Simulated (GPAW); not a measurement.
## STM contrast on Cl-CC-Cl chair monolayer

What would a tunnelling microscope show on Cl-CC-Cl chair monolayer?

Program: GPAW 26.7.0. Level of theory: GPAW, PAW setups; layer in a repeated cell with vacuum, relaxation of atoms and in-plane cell, in the first sound run; inputs show where later runs differ. Results are calculated unless marked as measured.

## (1) Starting point

The cell holds 4 atoms: 2 Cl and 2 C. Cell: a = 2.508 Å, b = 2.508 Å, c = 22.067 Å, α = 90.0°, β = 90.0°, γ = 120.0°. Vacuum lies along c.

Structure file:

```cif
data_structure
_symmetry_space_group_name_H-M 'P 1'
_symmetry_Int_Tables_number 1
_cell_length_a 2.5080
_cell_length_b 2.5080
_cell_length_c 22.0667
_cell_angle_alpha 90.000
_cell_angle_beta 90.000
_cell_angle_gamma 120.000
_cell_volume 120.21
loop_
_atom_site_label
_atom_site_type_symbol
_atom_site_fract_x
_atom_site_fract_y
_atom_site_fract_z
_atom_site_occupancy
Cl1 Cl 0.66667 0.33333 0.40785 1
C2 C 0.66667 0.33333 0.48852 1
C3 C 0.33333 0.66667 0.51148 1
Cl4 Cl 0.33333 0.66667 0.59214 1
```

## (2) Relaxing the atoms

The atoms are relaxed first, since the surface dipole, and with it the work function, follows the positions of the outer layers.

run.py

```python
import json
import numpy as np
from ase import Atoms
from ase.filters import FrechetCellFilter
from ase.optimize import BFGS
from gpaw import GPAW, PW

slab = Atoms(
    ['Cl', 'C', 'C', 'Cl'],
    positions=[
        [1.25400, 0.72400, 9.00000],
        [1.25400, 0.72400, 10.78000],
        [-0.00000, 1.44799, 11.28667],
        [-0.00000, 1.44799, 13.06667]],
    cell=[[2.508, 0.0, 0.0], [-1.254, 2.17199, 0.0], [0.0, 0.0, 22.0667]],
    pbc=[True, True, True])

slab.calc = GPAW(mode=PW(600), xc='PBE', kpts={'size': (12, 12, 1), 'gamma': True},
                 occupations={'name': 'fermi-dirac', 'width': 0.05}, nbands='160%',
                 convergence={'density': 1e-05}, maxiter=200,
                 symmetry={'tolerance': 1e-3}, txt='slab.txt')
result = {}
# The in-plane cell is free; stress needs a cell that repeats along all three vectors
path = []
opt = BFGS(FrechetCellFilter(slab, mask=[1, 1, 0, 0, 0, 1]), maxstep=0.2)
opt.attach(lambda: path.append((slab.get_potential_energy(), slab.positions.tolist(), slab.get_forces().tolist())))
result['relaxed'] = bool(opt.run(fmax=0.02, steps=45))
result['path'] = path
result['cell'] = slab.cell.tolist()
print('in-plane lattice', slab.cell.cellpar().round(4)[[0, 1, 5]])
energy = slab.get_potential_energy()
fermi = slab.calc.get_fermi_level()
v = slab.calc.get_electrostatic_potential().mean((0, 1)) - fermi
n = slab.calc.get_pseudo_density().mean((0, 1))
L = slab.cell[2, 2]
z = np.arange(len(v)) * L / len(v)
low, high = slab.positions[:, 2].min(), slab.positions[:, 2].max()
below, above = np.interp([low - 6.8, high + 6.8], z, v)
slopes = [np.interp(x, z, np.gradient(v, z)) for x in (low - 6.8, high + 6.8)]
eps = np.array([[slab.calc.get_eigenvalues(k, s) for k in range(len(slab.calc.get_ibz_k_points()))]
                for s in range(slab.calc.get_number_of_spins())]) - fermi
top, bottom = eps[eps < 0].max(), eps[eps > 0].min()
dipole = slab.get_dipole_moment()[2]
print(f'energy {energy:.4f} eV, Fermi level {fermi:.4f} eV, dipole {dipole:.5f} e A')
print(f'potential 6.8 A off the faces, from the Fermi level: lower {below:.4f} eV, upper {above:.4f} eV')
print(f'slope of the potential there: lower {slopes[0]:.5f}, upper {slopes[1]:.5f} eV/A')
print(f'nearest levels on the mesh: {top:.4f} and {bottom:.4f} eV')
print('magnetic moment', round(slab.get_magnetic_moment(), 3))
result.update(energy=energy, fermi=fermi, dipole=dipole, below=below, above=above, slopes=slopes, edges=[top, bottom],
              z=z.tolist(), v=v.tolist(), n=n.tolist(), positions=slab.positions.tolist(),
              forces=slab.get_forces(apply_constraint=False).tolist(), moments=slab.get_magnetic_moments().tolist())
json.dump(result, open('result.json', 'w'))
```

Launch:

```console
OMP_NUM_THREADS=1 OPENBLAS_NUM_THREADS=1 python run.py
```

The program printed:

```text
Step          Energy          fmax
BFGS:    0      -16.293545        4.529661
BFGS:    1      -16.984719        3.604479
BFGS:    2      -18.049167        1.359018
BFGS:    3      -18.235772        1.412951
BFGS:    4      -18.387982        1.480098
BFGS:    5      -18.672298        2.286977
BFGS:    6      -18.780738        1.987127
BFGS:    7      -18.975223        1.150800
BFGS:    8      -19.038103        0.349420
BFGS:    9      -19.048329        0.288184
BFGS:   10      -19.050960        0.140092
BFGS:   11      -19.051853        0.008475
in-plane lattice [  2.9121   2.9121 120.    ]
energy -19.0519 eV, Fermi level 0.3440 eV, dipole -0.00031 e A
potential 6.8 A off the faces, from the Fermi level: lower 3.1735 eV, upper 3.1752 eV
slope of the potential there: lower -0.00035, upper -0.00042 eV/A
nearest levels on the mesh: -0.7769 and 0.7300 eV
magnetic moment 0.0
```

The job ended after 3.4 min (1 thread of AMD EPYC 9R14 (Zen 4), shared host; peak memory 0.35 GiB).

This step gave:

```
dipole along the normal                    : -3.09e-4 e·Å
levels nearest the Fermi level on the mesh : -0.7769, 0.7300 eV from the Fermi level
```

Electrostatic potential energy of an electron (without an applied field's), less the Fermi level, planar mean against z:

z (Å), electrostatic potential energy of an electron (without an applied field's), less the Fermi level, planar mean (eV) and a bar from the least value:
```
        0        3.2 ##############################
        1        3.2 ##############################
        2        3.2 ##############################
        3        3.2 ##############################
        4        3.2 ##############################
        5        3.2 ##############################
        6        3.2 ##############################
        7        3.1 ##############################
        8        1.8 ############################
        9      -23.2 
       10       -1.5 #########################
       11      -18.2 ######
       12       -1.8 ########################
       13      -23.0 
       14        1.4 ############################
       15        3.1 ##############################
       16        3.2 ##############################
       17        3.2 ##############################
       18        3.2 ##############################
       19        3.2 ##############################
       20        3.2 ##############################
       21        3.2 ##############################
```

The pseudo valence density, planar mean by z:

```csv
z (Å),"pseudo valence density, planar mean (e/Å³)"
6.0,6.7e-5
6.5,4.2e-4
7.0,0.00268
7.5,0.0176
8.0,0.112
8.5,0.479
9.0,0.621
9.5,0.526
10.0,0.296
10.5,0.480
11.0,0.788
11.5,0.526
12.0,0.291
12.5,0.483
13.0,0.626
13.5,0.538
14.0,0.140
14.5,0.0219
15.0,0.00331
15.5,5.4e-4
16.0,8.9e-5
16.5,1.5e-5
```

The relaxation lowered the energy of the cell by 2.76 eV (energies extrapolated to zero smearing; the optimiser's log prints free energies). The largest force left on a free atom is 0.0085 eV/Å.

## (3) The slab's potential

With the geometry fixed, the planar mean of the potential gives the vacuum level on each side.

This step: GPAW, PAW setups; slab in vacuum (GPAW 26.7.0).

The cell differs from the one that the last finished run ended in (c 22.067 → 22.018 Å).

run.py

```python
import json
import numpy as np
from ase import Atoms
from ase.dft.stm import STM
from gpaw import GPAW, PW

slab = Atoms(
    ['Cl', 'C', 'C', 'Cl'],
    positions=[
        [1.45606, 0.84066, 9.00000],
        [1.45606, 0.84066, 10.75498],
        [0.00000, 1.68131, 11.26323],
        [0.00000, 1.68131, 13.01821]],
    cell=[[2.91213, 0.0, 0.0], [-1.45606, 2.52197, 0.0], [0.0, 0.0, 22.0182]],
    pbc=[True, True, False])

slab.calc = GPAW(mode=PW(500), xc='PBE', kpts={'size': (12, 12, 1), 'gamma': True},
                 occupations={'name': 'fermi-dirac', 'width': 0.05}, nbands='160%',
                 convergence={'density': 1e-05}, maxiter=200,
                 poissonsolver={'dipolelayer': 'xy'},
                 symmetry={'tolerance': 1e-3}, txt='slab.txt')
result = {}
energy = slab.get_potential_energy()
fermi = slab.calc.get_fermi_level()
v = slab.calc.get_electrostatic_potential().mean((0, 1)) - fermi
n = slab.calc.get_pseudo_density().mean((0, 1))
L = slab.cell[2, 2]
z = np.arange(len(v)) * L / len(v)
low, high = slab.positions[:, 2].min(), slab.positions[:, 2].max()
below, above = np.interp([low - 6.8, high + 6.8], z, v)
slopes = [np.interp(x, z, np.gradient(v, z)) for x in (low - 6.8, high + 6.8)]
eps = np.array([[slab.calc.get_eigenvalues(k, s) for k in range(len(slab.calc.get_ibz_k_points()))]
                for s in range(slab.calc.get_number_of_spins())]) - fermi
top, bottom = eps[eps < 0].max(), eps[eps > 0].min()
dipole = slab.get_dipole_moment()[2]
print(f'energy {energy:.4f} eV, Fermi level {fermi:.4f} eV, dipole {dipole:.5f} e A')
print(f'potential 6.8 A off the faces, from the Fermi level: lower {below:.4f} eV, upper {above:.4f} eV')
print(f'slope of the potential there: lower {slopes[0]:.5f}, upper {slopes[1]:.5f} eV/A')
print(f'nearest levels on the mesh: {top:.4f} and {bottom:.4f} eV')
print('magnetic moment', round(slab.get_magnetic_moment(), 3))
result.update(energy=energy, fermi=fermi, dipole=dipole, below=below, above=above, slopes=slopes, edges=[top, bottom],
              z=z.tolist(), v=v.tolist(), n=n.tolist(), positions=slab.positions.tolist(),
              forces=slab.get_forces(apply_constraint=False).tolist(), moments=slab.get_magnetic_moments().tolist())

# Images need the states of the whole zone, up to time reversal
slab.calc = slab.calc.fixed_density(symmetry={'point_group': False}, txt='states.txt', nbands='220%',
                                    convergence={'bands': 'CBM+0.8'})
stm = STM(slab)
result['stm'] = []
for bias in [-0.5, 0.5]:
    height = high + 4.0
    current = stm.get_averaged_current(bias, height)
    x, y, h = stm.scan(bias, current)
    i, f = divmod(height / L * stm.ldos.shape[2], 1)
    I = abs((1 - f) * stm.ldos[:, :, int(i)] + f * stm.ldos[:, :, int(i) + 1])
    print(f'bias {bias} V: mean current at 4.0 A {current:.4e}, corrugation {np.ptp(h):.4f} A')
    result['stm'].append(dict(bias=bias, current=current, h=(h - high).tolist(), I=I.tolist()))
json.dump(result, open('result.json', 'w'))
```

The program printed:

```text
energy -19.0223 eV, Fermi level 0.3518 eV, dipole 0.00015 e A
potential 6.8 A off the faces, from the Fermi level: lower 3.1761 eV, upper 3.1733 eV
slope of the potential there: lower 0.00007, upper -0.00007 eV/A
nearest levels on the mesh: -0.7778 and 0.7293 eV
magnetic moment 0.0
bias -0.5 V: mean current at 4.0 A 0.0000e+00, corrugation 0.0000 A
bias 0.5 V: mean current at 4.0 A 0.0000e+00, corrugation 0.0000 A
```

It took 43 s on 1 thread; peak memory 0.42 GiB.

This step gave:

```yaml
dipole_along_the_normal: 1.51e-4 e·Å
levels_nearest_the_fermi_level_on_the_mesh: -0.7778, 0.7293 eV from the Fermi level
upper_work_function: 3.173 eV
lower_work_function: 3.176 eV
upper_ionisation_energy: 3.951 eV
```

Table of electrostatic potential energy of an electron (without an applied field's), less the Fermi level, planar mean by z:

```csv
z (Å),"electrostatic potential energy of an electron (without an applied field's), less the Fermi level, planar mean (eV)"
0.0,3.17
0.5,3.18
1.0,3.18
1.5,3.18
2.0,3.18
2.5,3.18
3.0,3.18
3.5,3.18
4.0,3.18
4.5,3.18
5.0,3.18
5.5,3.18
6.0,3.18
6.5,3.17
7.0,3.14
7.5,2.94
8.0,1.62
8.5,-6.21
9.0,-23.3
9.5,-7.32
10.0,-1.55
10.5,-10.5
11.0,-18.2
11.5,-11.1
12.0,-1.66
12.5,-6.77
13.0,-23.1
13.5,-6.75
14.0,1.51
14.5,2.92
15.0,3.13
15.5,3.17
16.0,3.17
16.5,3.17
17.0,3.17
17.5,3.17
18.0,3.17
18.5,3.17
19.0,3.17
19.5,3.17
20.0,3.17
20.5,3.17
21.0,3.17
21.5,3.17
```

The pseudo valence density, planar mean oscillates, so the rows of the table below give means over windows of 1 Å about each position, cut where the curve ends. Its maxima inside the range that stand out by 2 % of the span (Å: e/Å³): 8.8: 0.657, 9.2: 0.638, 11.0: 0.804, 12.8: 0.638, 13.2: 0.657. Its minima: 9.0: 0.620, 10.1: 0.296, 11.9: 0.296, 13.0: 0.620.

The pseudo valence density, planar mean by z; means over each step:

z (Å), pseudo valence density, planar mean (e/Å³) and a bar:
```
        5      0.000 
        6      0.000 
        7      0.005 
        8      0.174 ########
        9      0.605 ###########################
       10      0.372 #################
       11      0.672 ##############################
       12      0.372 #################
       13      0.605 ###########################
       14      0.184 ########
       15      0.005 
       16      0.000 
       17      0.000
```

The layer is gapped, so the Fermi level lies somewhere inside the gap, set by smearing and numerics, and these work functions are no property of the material; the band edges below the vacuum level are. The potential is flat to 7.1e-5 eV/Å where it is read, so the vacuum is wide enough. At -0.5 and 0.5 V the search found no usable constant-current contour near the set height, since the window lies inside the gap and carries no current, so the printed corrugation is no image; it is left out.

## (4) Summary of results

```json
{
  "work function, both faces (Fermi level placed in the gap by the smearing)": "3.17 eV",
  "ionisation energy from the upper face (highest filled level on the mesh)": "3.95 eV",
  "electron affinity from the upper face (lowest empty Kohn-Sham level on the mesh)": "2.44 eV",
  "dipole along the normal": "1.5e-4 e Å"
}
```

What this shows: With plane waves and PBE the ionisation energy from the upper face is 3.95 eV and the Kohn-Sham electron affinity 2.44 eV. The levels nearest the Fermi level on the mesh lie 1.51 eV apart, so the slab is gapped there: the smearing puts the Fermi level inside the gap, and from either face the ionisation energy is the work function plus 0.78 eV. Both are Kohn-Sham levels on the mesh, and semilocal gaps are too small, so the affinity tends to come out too large and the ionisation energy too small. The starting lattice was a guess from atomic radii; the relaxation moved it by 16 %. The layer's cell and atoms come from the relaxation; spin-orbit coupling and temperature are left out.

[Logs are printed without paths, hosts, clocks, repeated set-up lines and the standing remarks that a program may print on its own settings, such as how far it seeks lower states.]

[Hosts, paths, dates, database ids (printed as entryN), source tags and the programs' standing remarks are cut or masked in the printed files.]
